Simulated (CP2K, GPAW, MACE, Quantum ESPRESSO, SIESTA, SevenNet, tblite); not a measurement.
**Amorphous SnO2 (72 atoms) in other programs, against a plane-wave reference**

Wanted: errors and costs of other methods on amorphous SnO2 (72 atoms). A plane-wave run serves as the reference.

Method: Kohn-Sham DFT, PBE, SSSP efficiency 1.3.0 pseudopotentials, plane waves, in Quantum ESPRESSO 7.5.

## (1) The system as given

The cell holds 72 atoms: 24 Sn and 48 O. Its edges and angles: a = 9.851 Å, b = 9.851 Å, c = 9.851 Å, α = 90.0°, β = 90.0°, γ = 90.0°. 72 atoms (24 Sn, 48 O) placed at random at 6.03 g/cm³, melted at 5000 K for 10 ps at fixed volume with the Morse and Coulomb pair potential with partial charges (Pedone, Malavasi, Menziani, Cormack and Segre, J. Phys. Chem. B 110, 11780 (2006)). Quenched from 5000 K to 300 K at 50 K/ps and fixed volume, held 10 ps at zero pressure, then minimised at fixed cell. Then every atom was moved at random, 0.02 Å r.m.s. a Cartesian component.

## (2) The reference run

The input, pw.in:

```
&control
  calculation = 'scf'
  pseudo_dir = './pseudo'
  outdir = './tmp'
  disk_io = 'none'
  tprnfor = .true.
  tstress = .true.
/
&system
  ibrav = 0
  nat = 72
  ntyp = 2
  ecutwfc = 60
  ecutrho = 480
  nosym = .true.
  occupations = 'smearing'
  smearing = 'fd'
  degauss = 0.003675
/
&electrons
  conv_thr = 3.6e-07
  electron_maxstep = 100
  mixing_beta = 0.4
  mixing_mode = 'plain'
  diagonalization = 'david'
/
ATOMIC_SPECIES
Sn 118.710 Sn.upf
O 15.999 O.upf
CELL_PARAMETERS angstrom
9.85089 0.00000 0.00000
0.00000 9.85089 0.00000
0.00000 0.00000 9.85089
ATOMIC_POSITIONS crystal
Sn 0.73259 0.67325 0.33158
Sn 0.04863 0.22003 0.43277
Sn 0.50783 0.17790 0.09886
Sn 0.77306 0.46387 0.57745
Sn 0.22183 0.69990 0.38967
Sn 0.49325 0.72237 0.59755
Sn 0.97942 0.20499 0.94457
Sn 0.20718 0.46886 0.75049
Sn 0.20774 0.03425 0.17557
Sn 0.58124 0.99520 0.47577
Sn 0.82896 0.02814 0.23825
Sn 0.98042 0.72669 0.12158
[... 56 atom lines left out ...]
O 0.62857 0.78852 0.47161
O 0.90106 0.31442 0.53701
O 0.38552 0.73193 0.02550
O 0.18453 0.36348 0.36839
K_POINTS gamma
```

On the command line:

```console
> OMP_NUM_THREADS=1 mpirun -np 2 pw.x -in pw.in > output.txt
```

The log of the run:

```text
Program PWSCF
     gamma-point specific algorithms are used
     Parallelization info
     sticks:   dense  smooth     PW     G-vecs:    dense   smooth      PW
     Min        6613    3305    823               572685   202631   25339
     Max        6616    3308    826               572688   202632   25346
     Sum       13229    6613   1649              1145373   405263   50685
     bravais-lattice index     =            0
     lattice parameter (alat)  =      18.6155  a.u.
     unit-cell volume          =    6450.9401 (a.u.)^3
     number of atoms/cell      =           72
     number of atomic types    =            2
     number of electrons       =       624.00
     number of Kohn-Sham states=          374
     kinetic-energy cutoff     =      60.0000  Ry
[... lines left out ...]
     number of k points=     1  Fermi-Dirac smearing, width (Ry)=  0.0037
[... lines left out ...]
     total energy              =   -5912.96593956 Ry
[... lines left out ...]
     total energy              =   -5917.68212789 Ry
[... lines left out ...]
     total energy              =   -5917.72598010 Ry
[... lines left out ...]
     c_bands:  1 eigenvalues not converged
[... lines left out ...]
     c_bands:  1 eigenvalues not converged
[... lines left out ...]
     total energy              =   -5917.78437545 Ry
[... lines left out ...]
     total energy              =   -5917.78437776 Ry
[... lines left out ...]
   -13.1276 -13.1055 -13.0864 -13.0580 -13.0285 -12.9935 -12.9614 -12.9440
   -12.9232 -12.8850 -12.8714 -12.8649 -12.8468 -12.8192 -12.7967 -12.7848
[...]
15.9864  16.0258  16.0788  16.1051  16.2408  16.3261  16.4243  16.5455
    16.6113  16.6420  16.8041  16.9009  16.9421  17.0667  17.1434  17.1958
    17.2722  17.3138  17.3670  17.4216  17.4370  17.6476
     the Fermi energy is     8.4438 ev
!    total energy              =   -5917.78437791 Ry
     estimated scf accuracy    <       0.00000017 Ry
     smearing contrib. (-TS)   =      -0.00285863 Ry
     internal energy E=F+TS    =   -5917.78151928 Ry
     The total energy is F=E-TS. E is the sum of the following terms:
     one-electron contribution =   -2129.82547913 Ry
     hartree contribution      =    1529.52364354 Ry
     xc contribution           =   -1505.89749412 Ry
     ewald contribution        =   -3354.84928242 Ry
     one-center paw contrib.   =    -456.73290716 Ry
     convergence has been achieved in  15 iterations
     Forces acting on atoms (cartesian axes, Ry/au):
     atom    1 type  1   force =    -0.03484680   -0.02759055    0.00830933
     atom    2 type  1   force =    -0.00666097   -0.00007015   -0.02003472
     atom    3 type  1   force =    -0.01116496    0.06141335    0.01401926
[...]
atom   71 type  2   force =    -0.00208140   -0.01871347    0.00042572
     atom   72 type  2   force =    -0.00176465    0.01666836    0.02028920
     Total force =     0.392150     Total SCF correction =     0.001342
     Computing stress (Cartesian axis) and pressure
          total   stress  (Ry/bohr**3)                   (kbar)     P=       85.05
   0.00051704   0.00001731   0.00002983           76.06        2.55        4.39
   0.00001731   0.00056001  -0.00003928            2.55       82.38       -5.78
   0.00002983  -0.00003928   0.00065748            4.39       -5.78       96.72
     Message from routine punch:
     Nothing written, as per user request (disk_io='none')
```

It took 5.6 min on 2 MPI ranks of Arm Neoverse V1, shared host; peak memory 3 GiB.

Banners and routine set-up lines are dropped from the logs; longer cuts are marked.

Numbers from this run:

| Property | Result |
| --- | --- |
| r.m.s. force component | 0.686 eV/Å |
| longest force | 2.588 eV/Å |
| pressure | 8.505 GPa |

## (3) Local order

Density 6.28 g/cm³, 13.28 Å³ an atom.

g(r), total and by pair (bins of 0.2 Å):

```
r (Å)  total   O-O  O-Sn  Sn-Sn
 1.80   0.12  0.00  0.28   0.00
 2.00   3.48  0.00  7.81   0.00
 2.20   0.93  0.00  2.10   0.00
 2.40   0.18  0.16  0.24   0.00
 2.60   0.67  1.36  0.15   0.00
 2.80   1.21  2.69  0.04   0.00
 3.00   1.34  2.77  0.11   0.57
 3.20   1.03  1.50  0.29   2.16
 3.40   0.83  0.86  0.61   1.59
 3.60   0.82  0.53  0.81   2.02
 3.80   1.07  0.53  1.18   2.83
 4.00   1.12  1.01  1.26   1.00
 4.20   1.03  0.60  1.54   0.67
 4.40   0.85  0.63  1.20   0.35
 4.60   1.00  0.65  1.47   0.50
 4.80   1.01  0.81  1.19   1.08
```

Bonds by pair of elements; cutoffs follow the first minimum of g(r), held within bounds set by covalent radii, and pairs that aren't listed don't count as bonded (cutoffs were set anew for this text, so counts can differ from the run's own analysis):

```
pair A-B  cutoff (Å)  bonds  mean length (Å)  spread (Å)  shortest (Å)  B about A  A about B
    O-Sn        2.52    133             2.06       0.101          1.86       2.77       5.54
```

How many atoms have how many bonded neighbours:

```
element  mean   2   3  4  5   6
      O  2.77  12  35  1  0   0
     Sn  5.54   0   0  1  9  14
```

Rings of the network by King's shortest-path rule, up to 12 atoms, one path for each pair of neighbours; H, halogens, alkali and alkaline-earth atoms are left out:

```
ring size (atoms)  rings  per network atom
                4     25             0.347
                6     55             0.764
                8     82              1.14
               10     30             0.417
               12      2             0.028
```

## (4) What was run beside it

The programs:
- CP2K 2026.2: Gaussian basis with GTH pseudopotentials and a plane-wave density; labels give functional, basis (MOLOPT sets; SR short-range, UZH the newer set with its own potentials), grid cutoff/relative cutoff and solver (OT: orbital transformation; TRS4, TC2, SIGN: linear-scaling purification with its sparsity filter), or its built-in tight binding.
- GPAW 26.7.0: PAW with atomic orbitals (LCAO), plane waves or a real-space grid of spacing h.
- MACE: machine-learned potential, published weights.
- SIESTA 5.4.2: numerical atomic orbitals, whose automatically made sets are far from complete, with PseudoDojo norm-conserving potentials that we converted to its format (checked against plane waves on the same files for H, C, O, Si, Ge and Ca alone); labels give functional, basis size, energy shift and mesh cutoff.
- SevenNet: machine-learned potential, published weights.
- tblite 0.8.0: extended tight binding, driven from Python.

All use the same cell and atoms; the electronic-structure runs use the same k-mesh, and an electronic temperature of 580 K (0.05 eV) where levels are smeared.

Differences are against the plane-wave reference, forces as r.m.s. over components; share is that over the reference's r.m.s. force, slope the least-squares factor from reference forces to these. Total energies of different programs have different zeros and aren't compared.

```
                                                         run  Δ force, r.m.s. (meV/Å)  share (%)  slope  Δ pressure (GPa)  cores  CPU time  memory (GiB)
                                                   reference                        -          -      -                 -      2    11 min           3.0
              CP2K PBE, DZVP-UZH, 600/50 Ry, diagonalisation                      128       18.7  1.015              3.63      4   5.3 min           4.7
CP2K PBE, SZV-MOLOPT-SR, 600/50 Ry, diagonalisation (coarse)                      326       47.5  1.106              13.9      2   5.6 min           2.8
                                GPAW PBE, LCAO dzp, h 0.18 Å                      127       18.6  1.098                 -      1   3.8 min           1.5
                                 MACE MP-0b2 small potential                      148       21.6  0.838            -0.579      1       7 s          0.66
                 SIESTA PBE, DZP, shift 0.01 Ry, mesh 500 Ry                      181       26.4  1.163              5.14      2   7.7 min           2.2
        SIESTA PBE, SZP, shift 0.01 Ry, mesh 500 Ry (coarse)                      227       33.2  1.203              6.97      2   7.3 min           2.0
                                        SevenNet 0 potential                      101       14.7  0.938             0.506      1     8.2 s          0.87
                                     SevenNet l3i5 potential                     70.8       10.3  0.978             0.226      1      11 s           1.3
                                             tblite GFN1-xTB                      441       64.3  0.494             -16.3      1     3.3 s          0.11
```

Rows marked coarse use a setting chosen to be so.

Times of the machine-learned potentials are mostly Python's start and the loading of weights.

CPU time is summed over cores on a shared host, where runs went side by side, so it is rough. Symmetry, cutoffs, thresholds, outputs and thread counts weren't matched or tuned between programs; memory under MPI is the largest rank's times the ranks.

Mean charges by element (e), by run and scheme:

```
                                           run     scheme     Sn      O
CP2K PBE, DZVP-UZH, 600/50 Ry, diagonalisation   Mulliken  +2.03  -1.02
CP2K PBE, DZVP-UZH, 600/50 Ry, diagonalisation  Hirshfeld  +0.64  -0.32
   SIESTA PBE, DZP, shift 0.01 Ry, mesh 500 Ry  Hirshfeld  +0.57  -0.29
                               tblite GFN1-xTB   Mulliken  +0.74  -0.37
```

## (5) Results

```yaml
reference_r_m_s_force_component: 0.686 eV/Å
nearest_in_forces: SevenNet l3i5 potential, 10 %
farthest_in_forces: tblite GFN1-xTB, 64 %
cheapest_electronic_structure_run_beside_the_reference: tblite GFN1-xTB, 3.3 s of CPU time
```

**Reading.** The PBE runs in local orbitals, coarse settings apart, differ by 19 % (GPAW PBE, LCAO dzp, h 0.18 Å) to 26 % (SIESTA PBE, DZP, shift 0.01 Ry, mesh 500 Ry); basis, grid and potentials can all enter. Tight binding differs by 64 % (tblite GFN1-xTB); it is another model, with fitted parameters of its own, and the xTB methods hold dispersion. Machine-learned potentials differ by 10 % (SevenNet l3i5 potential) to 22 % (MACE MP-0b2 small potential); they were trained on other programs' data. Among those trained on PBE data the slope goes as low as 0.84, which softening far from their training structures can give, though the reference's k-sampling is untested too. Runs with settings chosen to be coarse differ by 33 % (SIESTA PBE, SZP, shift 0.01 Ry, mesh 500 Ry) to 47 % (CP2K PBE, SZV-MOLOPT-SR, 600/50 Ry, diagonalisation), their programs' other errors included. Of the electronic-structure runs that take under half the reference's CPU time, GPAW PBE, LCAO dzp, h 0.18 Å is among the nearest, at 19 % in 3.8 min against 11 min. SIESTA PBE, SZP, shift 0.01 Ry, mesh 500 Ry stiffens the forces by a factor of 1.20 while following their directions (correlation 0.977); the slopes of the 2 SIESTA runs lie between 1.16 and 1.20. In pressure, CP2K PBE, SZV-MOLOPT-SR, 600/50 Ry, diagonalisation misses by +13.9 GPa, at the same functional. Charges hang on model, scheme and program or settings: among these rows the mean for Sn runs from +0.57 to +2.03 e. In the reference: first main peaks of g(r), for some of the pairs, lie near 2.9 Å (O-O) and 2.0 Å (O-Sn). Periodic xTB results under one method name differ between programs and library versions. The potentials hold different valence shells: 624 electrons in the reference, 384 in CP2K with SZV-MOLOPT-SR; this bears on time and differences. The reference's pressure holds the uncorrected Pulay stress of its 60 Ry basis, so small pressure differences, and their order, may be the reference's own error. Machine-learned potentials mimic data converged in k, so the reference's own k-point error enters their differences. The quench rate of 50 K/ps is many orders above laboratory rates, so the cell is likely richer in defects and strain than a real sample. The network of bonds at the start is that of the classical potential that made the cell, and needn't be the one that DFT or experiment would give. The electronic-structure runs sample only Γ, in a cell whose shortest periodic width is 10 Å.

[Long decimals in the printed logs are rounded to 6 places.]

[Also dropped from logs without a mark: lines with file paths, logging warnings of Python, QE's lines on negative density and diagonalisation, SIESTA's first energy breakdown, zero terms and Voronoi charges.]

[Logs are printed without paths, hosts, clocks, repeated set-up lines and the standing remarks that a program may print on its own settings, such as how far it seeks lower states.]

[Hosts, paths, dates, database ids (printed as entryN), source tags and the programs' standing remarks are cut or masked in the printed files.]

[Not all failed runs are listed: runs killed by the host, ended in a Python traceback or in CONQUEST's support-function errors, and SIESTA runs with faulty potentials for Cu, Fe, Ni or Zn are left out.]
